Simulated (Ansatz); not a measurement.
## K2InCuCl6 (Fm-3m): how robust is the cRPA U?

Aim: hold the target of a cRPA run on K2InCuCl6 (Fm-3m) and move one thing at a time.

Program: Ansatz 0.2.0. Level of theory: constrained RPA on LDA, plane waves, PAW. Results are calculated unless marked as measured.

In doubt: RPA on norm-conserving files with a d shell is listed as unsure (step 6), so the values of those runs are not to be relied on.

**1. Set-up**

Symmetry: Fm-3m, No. 225, cubic system. Conventional cell: a = 10.174 Å, b = 10.174 Å, c = 10.174 Å, α = 90.00°, β = 90.00°, γ = 90.00°. K has 12 Cl at 3.60 Å nearest. In has 6 Cl at 2.57 Å nearest. Nearest to Cu lie 6 Cl at 2.51 Å. Cl has 1 Cu at 2.51 Å and 1 In at 2.57 Å and 4 K at 3.60 Å nearest. Farther neighbours and most contacts between anions are not listed.

The cell and positions are those that the Materials Project relaxed with its own functionals (PBE, PBE+U or r2SCAN), kept fixed. The program's search for lower electronic states was switched off, so nothing shows that the state found is the lowest. The default PAW set here is soft_2. Its files were made with PBE.

**2. Base: Cu d + anion p, bands v22 to c1, 2×2×2 mesh, medium accuracy**

Constrained RPA screens the interaction with every transition except those inside the target bands, which a later many-body model would treat itself.

Contents of input.yaml:

```yaml
crystal:
  lattice:
    - [0.0, -5.087141, 5.087141]
    - [-5.087141, 0.0, 5.087141]
    - [-5.087141, -5.087141, 0.0]
  atoms:
    - { symbol: K, position: [0.75, 0.75, 0.75] }
    - { symbol: K, position: [0.25, 0.25, 0.25] }
    - { symbol: In, position: [0.0, 0.0, 0.0] }
    - { symbol: Cu, position: [0.5, 0.5, 0.5] }
    - { symbol: Cl, position: [0.746984, 0.253016, 0.253016] }
    - { symbol: Cl, position: [0.253016, 0.253016, 0.746984] }
    - { symbol: Cl, position: [0.253016, 0.746984, 0.746984] }
    - { symbol: Cl, position: [0.253016, 0.746984, 0.253016] }
    - { symbol: Cl, position: [0.746984, 0.253016, 0.746984] }
    - { symbol: Cl, position: [0.746984, 0.746984, 0.253016] }
kpoints:
  mp_grid: { grid: [4, 4, 4] }
hamiltonian:
  xc: lda
scf:
  occupations: { method: gaussian, width: 0.08 }
  n_extra_bands: 19
  max_iter: 150
  lower_state_search: "off"
output:
  crpa:
    kmesh: [2, 2, 2]
    target_bands: [v22, c1]
    projections: [{ species: Cu, l: d, shell: 3 }, { species: Cl, l: p, shell: 3 }]
  local_orbitals:
    kmesh: [4, 4, 4]
    orbitals: [{ species: Cu, l: d, shell: 3 }, { species: Cl, l: p, shell: 3 }]
    window: { bands: [v22, c1] }
    seedname: lo
```

Started as:

```console
> ansatz run input.yaml --threads 8 --pin off --max-ram 18432MiB --backend cpu --events-out ev --progress --plain --runs-dir out
```

Numbers of over 12 decimals in the logs are rounded to 6 here.

The program printed:

```text
scf.n_extra_bands = 19 over 46 filled bands (N_el = 92.0): the run solves 65 bands
Engine: ansatz 0.2.0, aarch64-unknown-linux-gnu
Pseudopotentials: kind: paw
Pseudopotential: K, paw, valence charge 9, recommended cutoff 420 eV (normal), K.paw.azcp
Pseudopotential: In, paw, valence charge 13, recommended cutoff 420 eV (normal), In.paw.azcp
Pseudopotential: Cu, paw, valence charge 19, recommended cutoff 420 eV (normal), Cu.paw.azcp
Pseudopotential: Cl, paw, valence charge 7, recommended cutoff 420 eV (normal), Cl.paw.azcp
Functional definition: SPW92
  exchange = slater_x
  correlation = pw_c
Crystal: 10 atoms, lattice volume = 263.300 Å³
Basis set: ecut = 420 eV, 5065 PW (Γ)
Bands: 65, of which v1, the nominal top of the filled ones, is band 46 counted from 1 (45 counted from 0)
Symmetry: 48 space group operations
Space group: Fm-3m (ITA 225), of the structure as read, at distance tolerance 6.4e-5 Å
k-points: 8 of 64
Non-local potential: K, projectors of the file, l = 0: 3, l = 1: 2, l = 2: 2
Non-local potential: In, projectors of the file, l = 0: 2, l = 1: 2, l = 2: 2, l = 3: 2
Non-local potential: Cu, projectors of the file, l = 0: 3, l = 1: 2, l = 2: 3, l = 3: 1
Non-local potential: Cl, projectors of the file, l = 0: 2, l = 1: 2, l = 2: 2
PAW form: soft (Blöchl's): semilocal exchange-correlation on the pseudo side does not see the compensation charge
PAW frozen core: K, regenerated for the run's functional, and the local potential with it (the file was generated under x = pbe(κ = 0.804, μ = 0.219515), c = pbe(β = 0.066725))
PAW frozen core: In, regenerated for the run's functional, and the local potential with it (the file was generated under x = pbe(κ = 0.804, μ = 0.219515), c = pbe(β = 0.066725))
PAW frozen core: Cu, regenerated for the run's functional, and the local potential with it (the file was generated under x = pbe(κ = 0.804, μ = 0.219515), c = pbe(β = 0.066725))
PAW frozen core: Cl, regenerated for the run's functional, and the local potential with it (the file was generated under x = pbe(κ = 0.804, μ = 0.219515), c = pbe(β = 0.066725))
PAW one-centre angular grid: K, 110 points (default); XC on 64 Gauss nodes
PAW one-centre angular grid: In, 590 points (default); XC on 64 Gauss nodes
PAW one-centre angular grid: Cu, 590 points (default); XC on 64 Gauss nodes
PAW one-centre angular grid: Cl, 110 points (default); XC on 64 Gauss nodes
Initial density: superposition of atomic densities (neutral atoms: chi_scale 0, normalization atom), corrected by the library's trained network
Initial wavefunctions: pseudopotential atomic-orbital guess
Functional: x = slater, c = lda
SCF iter   1: F=—  HF=-21282.544260 eV  |F-HF|=—  |Δ(HF+E_count)|=         —  Δρ=8.22e-3  dr2=1.52e-1  ethr=1.77e-3  ⟨swp⟩=6.4  Hψ=2227  notcnv=0  defer=66
[...]
k-point 1: bands = [... 42 lower, 2.9930, 2.9930, 3.6800, 3.6800, 4.3676, 7.6880, 7.7948, 8.9145, ... 15 higher]
  k-point 2: bands = [... 42 lower, 3.0197, 3.0197, 3.5116, 3.5116, 5.3172, 6.9434, 8.7948, 8.7995, ... 15 higher]
  k-point 7: bands = [... 42 lower, 3.0344, 3.0738, 3.1158, 3.5982, 6.2650, 8.0138, 9.4711, 9.4711, ... 15 higher]
--- cRPA (band scheme, projected local orbitals): target bands 25..47 (1-based), 23 Wannier function(s), 2×2×2 mesh, 94 bands' worth read of 99 solved, ecut_chi 136.0 eV, v(q+G=0) probe_charge, pair densities all_electron ---
  bands read: the sum over 94 bands ends inside a degenerate multiplet in 1 slot, whose members it reads at an even weight; the widest, k=0: bands 94 to 95 (counted from 1) at 1/2 each
  χ-basis size per q: N_G = 941..960
  window electrons = 44.0000, filled by tetrahedron_uncorrected; constrained ε̄⁻¹(q = 0, 0) head = 0.349704; min gauge Gram eig = 0.0892
  Kanamori averages over each shell's own Wannier functions (sites counted from 0, functions from 1):
  Each shell's averages of U are screened by what lies outside the whole window alone: parameters of one model of all the shells.
    Site 3, 3D, 5 of 5 d orbitals (Wannier functions 1, 2, 3, 4, 5; wannier90's mr 1, 2, 3, 4, 5):
      screened: U = 8.2005 eV, U' = 6.6878 eV, J = 0.7553 eV
      screened, to within: U = 2.0e-2 eV, U' = 2.0e-2 eV, J = 1.5e-3 eV
      bare: V = 26.6486 eV, V' = 24.8159 eV, J = 0.9147 eV
    Site 4, 3P, 3 of 3 p orbitals (Wannier functions 6, 7, 8; wannier90's mr 1, 2, 3):
      screened: U = 5.3909 eV, U' = 4.4223 eV, J = 0.4398 eV
      screened, to within: U = 8.1e-3 eV, U' = 8.1e-3 eV, J = 8.1e-4 eV
      bare: V = 12.7241 eV, V' = 11.2691 eV, J = 0.6421 eV
    Site 5, 3P, 3 of 3 p orbitals (Wannier functions 9, 10, 11; wannier90's mr 1, 2, 3):
      screened: U = 5.3909 eV, U' = 4.4223 eV, J = 0.4398 eV
      screened, to within: U = 8.1e-3 eV, U' = 8.1e-3 eV, J = 8.2e-4 eV
      bare: V = 12.7241 eV, V' = 11.2691 eV, J = 0.6421 eV
    Site 6, 3P, 3 of 3 p orbitals (Wannier functions 12, 13, 14; wannier90's mr 1, 2, 3):
      screened: U = 5.3909 eV, U' = 4.4223 eV, J = 0.4398 eV
      screened, to within: U = 8.1e-3 eV, U' = 8.1e-3 eV, J = 8.1e-4 eV
      bare: V = 12.7241 eV, V' = 11.2691 eV, J = 0.6421 eV
    Site 7, 3P, 3 of 3 p orbitals (Wannier functions 15, 16, 17; wannier90's mr 1, 2, 3):
      screened: U = 5.3909 eV, U' = 4.4223 eV, J = 0.4398 eV
      screened, to within: U = 8.1e-3 eV, U' = 8.1e-3 eV, J = 8.1e-4 eV
      bare: V = 12.7241 eV, V' = 11.2691 eV, J = 0.6421 eV
    Site 8, 3P, 3 of 3 p orbitals (Wannier functions 18, 19, 20; wannier90's mr 1, 2, 3):
      screened: U = 5.3909 eV, U' = 4.4223 eV, J = 0.4398 eV
      screened, to within: U = 8.1e-3 eV, U' = 8.1e-3 eV, J = 8.1e-4 eV
      bare: V = 12.7241 eV, V' = 11.2691 eV, J = 0.6421 eV
    Site 9, 3P, 3 of 3 p orbitals (Wannier functions 21, 22, 23; wannier90's mr 1, 2, 3):
      screened: U = 5.3909 eV, U' = 4.4223 eV, J = 0.4398 eV
      screened, to within: U = 8.1e-3 eV, U' = 8.1e-3 eV, J = 8.2e-4 eV
      bare: V = 12.7241 eV, V' = 11.2691 eV, J = 0.6421 eV
  Hermiticity witness max|P − P†| over intra, direct and exchange elements: 2.58e-14 eV (screened), 3.55e-15 eV (bare)
  Reality witness max|Im| over intra, direct and exchange elements: 2.98e-13 eV (screened), 1.13e-13 eV (bare)
[key lines of the parts left out:]
SCF converged after 9 iterations
Free energy (F): -21282.493329 eV
Fermi energy:    3.968468 eV
```

Wall time 4.1 min (8 threads of Arm Neoverse N1, shared host); peak memory 2.8 GiB.

Numbers from this step:

```
U                                                 : 8.200 eV
U prime (inter-orbital)                           : 6.688 eV
J                                                 : 0.7553 eV
bare V                                            : 26.65 eV
bare J                                            : 0.9147 eV
stated bound on U                                 : 0.01985 eV
U over bare V                                     : 0.3077
electrons in the window                           : 44.00
head of the constrained inverse dielectric matrix : 0.3497
least eigenvalue of the projection's overlap      : 0.08923
target functions                                  : 23
bands in the sums                                 : 94
r.m.s. miss of the model bands                    : 0.01526 eV
width of the target bands                         : 7.884 eV
weight of the projected orbitals in the window    : 0.9247
```

On the Cu d shell, screening brings the on-site interaction from 26.6 eV down to U = 8.20 eV.

**3. Changed: smooth pair densities**

Changes to input.yaml since step 2:

```diff
@@ -30,6 +30,2 @@
     projections: [{ species: Cu, l: d, shell: 3 }, { species: Cl, l: p, shell: 3 }]
-  local_orbitals:
-    kmesh: [4, 4, 4]
-    orbitals: [{ species: Cu, l: d, shell: 3 }, { species: Cl, l: p, shell: 3 }]
-    window: { bands: [v22, c1] }
-    seedname: lo
+    pair_densities: pseudo
```

The program printed:

```text
[...]
Crystal: 10 atoms, lattice volume = 263.300 Å³
Basis set: ecut = 420 eV, 5065 PW (Γ)
Bands: 65, of which v1, the nominal top of the filled ones, is band 46 counted from 1 (45 counted from 0)
[... 1 set-up line as in the run before ...]
[...]
k-points: 8 of 64
[...]
SCF iter   1: F=—  HF=-21282.544260 eV  |F-HF|=—  |Δ(HF+E_count)|=         —  Δρ=8.22e-3  dr2=1.52e-1  ethr=1.77e-3  ⟨swp⟩=6.4  Hψ=2227  notcnv=0  defer=66
[...]
SCF iter   9: F=-21282.493329 eV  HF=-21282.493329 eV  |F-HF|=7.10e-9  |Δ(HF+E_count)|=   5.48e-8  Δρ=2.78e-6  dr2=1.37e-8  ethr=1.09e-10  ⟨swp⟩=13.1  Hψ=2545  notcnv=0
SCF 1 converged in 9 iterations: F = -21282.493329 eV  dr2 = 1.37e-8
[...]
NSCF: frozen V_eff on 3 k-points
[...]
cRPA screening: q 1/8
cRPA screening: q 2/8
cRPA screening: q 6/8 (q-point 4)
SCF converged after 9 iterations
Free energy (F): -21282.493329 eV
[...]
bare: V = 12.7241 eV, V' = 11.2691 eV, J = 0.6421 eV
    Site 7, 3P, 3 of 3 p orbitals (Wannier functions 15, 16, 17; wannier90's mr 1, 2, 3):
      screened: U = 5.4006 eV, U' = 4.4241 eV, J = 0.4436 eV
      screened, to within: U = 3.3e-3 eV, U' = 3.2e-3 eV, J = 2.9e-4 eV
      screened, sum over states alone: U = 5.8292 eV, U' = 4.6052 eV, J = 0.5599 eV
      bare: V = 12.7241 eV, V' = 11.2691 eV, J = 0.6421 eV
    Site 8, 3P, 3 of 3 p orbitals (Wannier functions 18, 19, 20; wannier90's mr 1, 2, 3):
      screened: U = 5.4006 eV, U' = 4.4241 eV, J = 0.4436 eV
      screened, to within: U = 3.3e-3 eV, U' = 3.2e-3 eV, J = 2.9e-4 eV
      screened, sum over states alone: U = 5.8292 eV, U' = 4.6052 eV, J = 0.5599 eV
      bare: V = 12.7241 eV, V' = 11.2691 eV, J = 0.6421 eV
    Site 9, 3P, 3 of 3 p orbitals (Wannier functions 21, 22, 23; wannier90's mr 1, 2, 3):
      screened: U = 5.4006 eV, U' = 4.4241 eV, J = 0.4436 eV
      screened, to within: U = 3.3e-3 eV, U' = 3.2e-3 eV, J = 2.9e-4 eV
      screened, sum over states alone: U = 5.8292 eV, U' = 4.6052 eV, J = 0.5599 eV
      bare: V = 12.7241 eV, V' = 11.2691 eV, J = 0.6421 eV
[...]
[key lines of the parts left out:]
Fermi energy:    3.968468 eV
```

It took 3.7 min on 8 threads; peak memory 2.7 GiB; 28 min of CPU time.

Numbers from this step:

- U: 8.311 eV
- U prime (inter-orbital): 6.665 eV
- J: 0.8222 eV
- bare V: 26.65 eV
- bare J: 0.9147 eV
- stated bound on U: 0.01540 eV
- U over bare V: 0.3119
- electrons in the window: 44.00
- head of the constrained inverse dielectric matrix: 0.3500
- least eigenvalue of the projection's overlap: 0.08923
- target functions: 23
- bands in the sums: 94
- width of the target bands: 7.884 eV
- weight of the projected orbitals in the window: 0.9247

On the Cu d shell, screening brings the on-site interaction from 26.6 eV down to U = 8.31 eV.

**4. Changed: sums over states**

Changes to input.yaml since step 3:

```diff
@@ -30,2 +30,4 @@
     projections: [{ species: Cu, l: d, shell: 3 }, { species: Cl, l: p, shell: 3 }]
-    pair_densities: pseudo
+    accuracy: sum_over_states
+    n_empty_bands: 184
+    ecut_chi: 250
```

The program printed:

```text
[...]
Crystal: 10 atoms, lattice volume = 263.300 Å³
Basis set: ecut = 420 eV, 5065 PW (Γ)
Bands: 65, of which v1, the nominal top of the filled ones, is band 46 counted from 1 (45 counted from 0)
[... 1 set-up line as in the run before ...]
[...]
k-points: 8 of 64
[...]
bare: V = 12.7241 eV, V' = 11.2691 eV, J = 0.6421 eV
    Site 8, 3P, 3 of 3 p orbitals (Wannier functions 18, 19, 20; wannier90's mr 1, 2, 3):
      screened: U = 5.4688 eV, U' = 4.4282 eV, J = 0.4757 eV
      bare: V = 12.7241 eV, V' = 11.2691 eV, J = 0.6421 eV
    Site 9, 3P, 3 of 3 p orbitals (Wannier functions 21, 22, 23; wannier90's mr 1, 2, 3):
      screened: U = 5.4688 eV, U' = 4.4282 eV, J = 0.4757 eV
      bare: V = 12.7241 eV, V' = 11.2691 eV, J = 0.6421 eV
[...]
[key lines of the parts left out:]
SCF converged after 9 iterations
Free energy (F): -21282.493329 eV
Fermi energy:    3.968468 eV
```

It took 67 s on 8 threads; peak memory 1.9 GiB.

This variant gives U = 8.40 eV against 8.20 eV. It is a finite sum over empty states with no bound on its error and stays out of the table below.

**5. Changed: volume -6 %**

The cell differs from the one that the last finished run ended in (a 7.194 → 7.047 Å, b 7.194 → 7.047 Å, c 7.194 → 7.047 Å).

Changes to input.yaml since step 4:

```diff
@@ -2,5 +2,5 @@
   lattice:
-    - [0.0, -5.087141, 5.087141]
-    - [-5.087141, 0.0, 5.087141]
-    - [-5.087141, -5.087141, 0.0]
+    - [0.0, -4.9832926567, 4.9832926567]
+    - [-4.9832926567, 0.0, 4.9832926567]
+    - [-4.9832926567, -4.9832926567, 0.0]
   atoms:
@@ -30,4 +30,6 @@
     projections: [{ species: Cu, l: d, shell: 3 }, { species: Cl, l: p, shell: 3 }]
-    accuracy: sum_over_states
-    n_empty_bands: 184
-    ecut_chi: 250
+  local_orbitals:
+    kmesh: [4, 4, 4]
+    orbitals: [{ species: Cu, l: d, shell: 3 }, { species: Cl, l: p, shell: 3 }]
+    window: { bands: [v22, c1] }
+    seedname: lo
```

The program printed:

```text
[...]
Crystal: 10 atoms, lattice volume = 247.502 Å³
Basis set: ecut = 420 eV, 4909 PW (Γ)
Bands: 65, of which v1, the nominal top of the filled ones, is band 46 counted from 1 (45 counted from 0)
[... 1 set-up line as in the run before ...]
[...]
k-points: 8 of 64
[...]
screened: U = 5.3147 eV, U' = 4.3466 eV, J = 0.4382 eV
      screened, to within: U = 6.7e-3 eV, U' = 6.6e-3 eV, J = 6.7e-4 eV
      bare: V = 12.7159 eV, V' = 11.2569 eV, J = 0.6405 eV
    Site 9, 3P, 3 of 3 p orbitals (Wannier functions 21, 22, 23; wannier90's mr 1, 2, 3):
      screened: U = 5.3147 eV, U' = 4.3466 eV, J = 0.4382 eV
      screened, to within: U = 6.6e-3 eV, U' = 6.6e-3 eV, J = 6.7e-4 eV
      bare: V = 12.7159 eV, V' = 11.2569 eV, J = 0.6405 eV
[...]
[key lines of the parts left out:]
SCF converged after 9 iterations
Free energy (F): -21282.796274 eV
Fermi energy:    4.721246 eV
```

It took 3.9 min on 8 threads; peak memory 2.8 GiB.

This step gave:

- U: 8.020 eV
- U prime (inter-orbital): 6.516 eV
- J: 0.7503 eV
- bare V: 26.56 eV
- bare J: 0.9105 eV
- stated bound on U: 0.01146 eV
- U over bare V: 0.3020
- electrons in the window: 44.00
- head of the constrained inverse dielectric matrix: 0.3369
- least eigenvalue of the projection's overlap: 0.07824
- target functions: 23
- bands in the sums: 94
- r.m.s. miss of the model bands: 0.02049 eV
- width of the target bands: 8.595 eV
- weight of the projected orbitals in the window: 0.9224

On the Cu d shell, screening brings the on-site interaction from 26.6 eV down to U = 8.02 eV.

**6. Changed: potentials**

This step: constrained RPA on LDA, plane waves, norm-conserving pseudopotentials.

Changes to input.yaml since step 5:

```diff
@@ -2,5 +2,5 @@
   lattice:
-    - [0.0, -4.9832926567, 4.9832926567]
-    - [-4.9832926567, 0.0, 4.9832926567]
-    - [-4.9832926567, -4.9832926567, 0.0]
+    - [0.0, -5.087141, 5.087141]
+    - [-5.087141, 0.0, 5.087141]
+    - [-5.087141, -5.087141, 0.0]
   atoms:
@@ -20,2 +20,3 @@
   xc: lda
+  pseudopotentials: { kind: nc }
 scf:
@@ -30,6 +31 @@
     projections: [{ species: Cu, l: d, shell: 3 }, { species: Cl, l: p, shell: 3 }]
-  local_orbitals:
-    kmesh: [4, 4, 4]
-    orbitals: [{ species: Cu, l: d, shell: 3 }, { species: Cl, l: p, shell: 3 }]
-    window: { bands: [v22, c1] }
-    seedname: lo
```

The program printed:

```text
[...]
Crystal: 10 atoms, lattice volume = 263.300 Å³
Basis set: ecut = 1251.723767 eV, 26469 PW (Γ)
Bands: 65, of which v1, the nominal top of the filled ones, is band 46 counted from 1 (45 counted from 0)
[... 1 set-up line as in the run before ...]
[...]
k-points: 8 of 64
[...]
screened: U = 5.3908 eV, U' = 4.4222 eV, J = 0.4397 eV
      screened, to within: U = 7.7e-3 eV, U' = 7.6e-3 eV, J = 7.8e-4 eV
      bare: V = 12.7290 eV, V' = 11.2745 eV, J = 0.6420 eV
    Site 9, 3P, 3 of 3 p orbitals (Wannier functions 21, 22, 23; wannier90's mr 1, 2, 3):
      screened: U = 5.3908 eV, U' = 4.4222 eV, J = 0.4397 eV
      screened, to within: U = 7.7e-3 eV, U' = 7.6e-3 eV, J = 7.8e-4 eV
      bare: V = 12.7290 eV, V' = 11.2745 eV, J = 0.6420 eV
[...]
[key lines of the parts left out:]
SCF converged after 9 iterations
Free energy (F): -11276.900142 eV
Fermi energy:    4.053993 eV
```

Elapsed: 15 min, on 8 threads; peak memory 11 GiB; 1.9 h of CPU time.

This step gave:

| Quantity | Value |
| --- | --- |
| U | 8.194 eV |
| U prime (inter-orbital) | 6.684 eV |
| J | 0.7538 eV |
| bare V | 26.64 eV |
| bare J | 0.9134 eV |
| stated bound on U | 0.01403 eV |
| U over bare V | 0.3076 |
| electrons in the window | 44.00 |
| head of the constrained inverse dielectric matrix | 0.3496 |
| least eigenvalue of the projection's overlap | 0.08516 |
| target functions | 23 |
| bands in the sums | 94 |
| width of the target bands | 7.877 eV |
| weight of the projected orbitals in the window | 0.9238 |

On the Cu d shell, screening brings the on-site interaction from 26.6 eV down to U = 8.19 eV.

**7. Side by side**

Times are wall times on 8 threads of Arm Neoverse N1, shared host, good to a factor of about two.

```tsv
run	bare V (eV)	U (eV)	J (eV)	bound on U (eV)	width (eV)	time
target window	26.65	8.200	0.755	0.0198	7.88	4.1 min
smooth pair densities	26.65	8.311	0.822	0.0154	7.88	3.7 min
volume -6 %	26.56	8.020	0.750	0.0115	8.60	3.9 min
potentials	26.64	8.194	0.754	0.0140	7.88	15 min
```

**8. Summary of results**

| Quantity | Value |
| --- | --- |
| target window | U 8.20 eV, J 0.76 eV |
| smooth pair densities | U 8.31 eV, J 0.82 eV |
| volume -6 % | U 8.02 eV, J 0.75 eV |
| potentials | U 8.19 eV, J 0.75 eV |

What this shows: Smooth pair densities moves U by +0.11 eV. Volume -6 % moves U by −0.18 eV. Potentials moves U by −0.01 eV (within the solver's bounds, for the mean over orbitals) at 3.6 times the time. The printed bound covers the solver alone, not the mesh, and no denser mesh than the base was run. The parent state is non-magnetic and the interaction static (zero frequency); U depends on the window and the orbitals, so it belongs to this model alone. A window that holds the anion p bands defines a model with explicit ligands; its U belongs to that model and is not the U of DFT+U. The projection onto the target orbitals is poor in Cu d + anion p, so those functions are not clean atomic-like orbitals. Coarse meshes can leave U off its limit, most where the target bands are metallic.

[Paths, hosts, dates, memory and timing lines, banners, echoed tables and standing remarks are left out of the program output.]

[Logs are printed without paths, hosts, clocks, repeated set-up lines and the standing remarks that a program may print on its own settings, such as how far it seeks lower states.]

[Runs of the session that timed out or met a known fault of the program may be left out.]

[Hosts, paths, dates, database ids (printed as entryN), source tags and the programs' standing remarks are cut or masked in the printed files.]
